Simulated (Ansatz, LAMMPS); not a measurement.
# What went wrong? amorphous 32Ga2O3-68GeO2 (mol %) (69 atoms)

Program: Ansatz 0.2.0. The cell: 12 Ga, 13 Ge and 44 O.

File input.yaml:

```yaml
crystal:
  lattice:
    - [9.38326, 0.0, 0.0]
    - [0.0, 9.38326, 0.0]
    - [0.0, 0.0, 9.38326]
  atoms:
    - { symbol: Ga, position: [0.31252, 0.1619, 0.84962] }
    - { symbol: Ga, position: [0.92661, 0.27167, 0.84763] }
    - { symbol: Ga, position: [0.78601, 0.81624, 0.55241] }
    - { symbol: Ga, position: [0.47655, 0.62189, 0.60724] }
    - { symbol: Ga, position: [0.72128, 0.40924, 0.64422] }
    - { symbol: Ga, position: [0.27881, 0.56842, 0.2507] }
    - { symbol: Ga, position: [0.02191, 0.92959, 0.74773] }
    - { symbol: Ga, position: [0.53118, 0.36889, 0.3343] }
    - { symbol: Ga, position: [0.26082, 0.49297, 0.87757] }
    - { symbol: Ga, position: [0.55032, 0.06316, 0.17907] }
    - { symbol: Ga, position: [0.83132, 0.92226, 0.1628] }
    - { symbol: Ga, position: [0.38547, 0.84465, 0.90543] }
    - { symbol: Ge, position: [0.06232, 0.71792, 0.04375] }
    - { symbol: Ge, position: [0.62201, 0.68794, 0.29383] }
    - { symbol: Ge, position: [0.91296, 0.57352, 0.33335] }
    - { symbol: Ge, position: [0.03247, 0.59687, 0.6842] }
    - { symbol: Ge, position: [0.06635, 0.33142, 0.15001] }
    - { symbol: Ge, position: [0.23967, 0.82869, 0.4954] }
    [... 45 atom lines left out ...]
    - { symbol: O, position: [0.36115, 0.01571, 0.09523] }
    - { symbol: O, position: [0.48141, 0.57412, 0.2407] }
    - { symbol: O, position: [0.70828, 0.04209, 0.0355] }
    - { symbol: O, position: [0.35883, 0.20161, 0.6207] }
    - { symbol: O, position: [0.79725, 0.25758, 0.5365] }
    - { symbol: O, position: [0.53885, 0.43126, 0.53477] }
kpoints:
  mp_grid: { grid: [1, 1, 1] }
hamiltonian:
  xc: lda+u
scf:
  occupations: { method: gaussian, width: 0.05 }
  max_iter: 75
output:
  forces: true
```

Command:

```console
> ansatz run input.yaml --threads 4 --pin off --max-ram 15872MiB --backend cpu --events-out ev --progress --plain --runs-dir out
```

The program printed:

```text
Error: YAML parse error: error: line 79 column 7: hamiltonian.xc: unknown variant `lda+u`, expected one of `lda`, `lda-pw`, `pw92`, `pbe`, `pbesol`, `rpbe`, `revpbe`, `blyp`, `pbe0`, `revpbe0`, `b3lyp`, `b3lyp5`, `hse06`, `wpbeh`, `hiss`, `lc_wpbe`, `cam_b3lyp`, `hf`, `r2scan`, `r2scanh`, `r2scan0`, `r2scan50`, `mr2scan`
  --> <input>:79:7
   |
77 |   mp_grid: { grid: [1, 1, 1] }
78 | hamiltonian:
79 |   xc: lda+u
   |       ^ hamiltonian.xc: unknown variant `lda+u`, expected one of `lda`, `lda-pw`, `pw92`, `pbe`, `pbesol`, `rpbe`, `revpbe`, `blyp`, `pbe0`, `revpbe0`, `b3lyp`, `b3lyp5`, `hse06`, `wpbeh`, `hiss`, `lc_wpbe`, `cam_b3lyp`, `hf`, `r2scan`, `r2scanh`, `r2scan0`, `r2scan50`, `mr2scan`
80 | scf:
81 |   occupations: { method: gaussian, width: 0.05 }
   |
```

It took 0.02 s on 4 threads of Arm Neoverse V1, shared host; peak memory 0.021 GiB.

What is at fault here, and what would mend it?

An unknown functional: hamiltonian.xc = "lda+u".

The fix is to type the functional by a name that the program lists.

The program refused it before any cycle.

[Logs are printed without paths, hosts, clocks, repeated set-up lines and the standing remarks that a program may print on its own settings, such as how far it seeks lower states.]

[Hosts, paths, dates, database ids (printed as entryN), source tags and the programs' standing remarks are cut or masked in the printed files.]
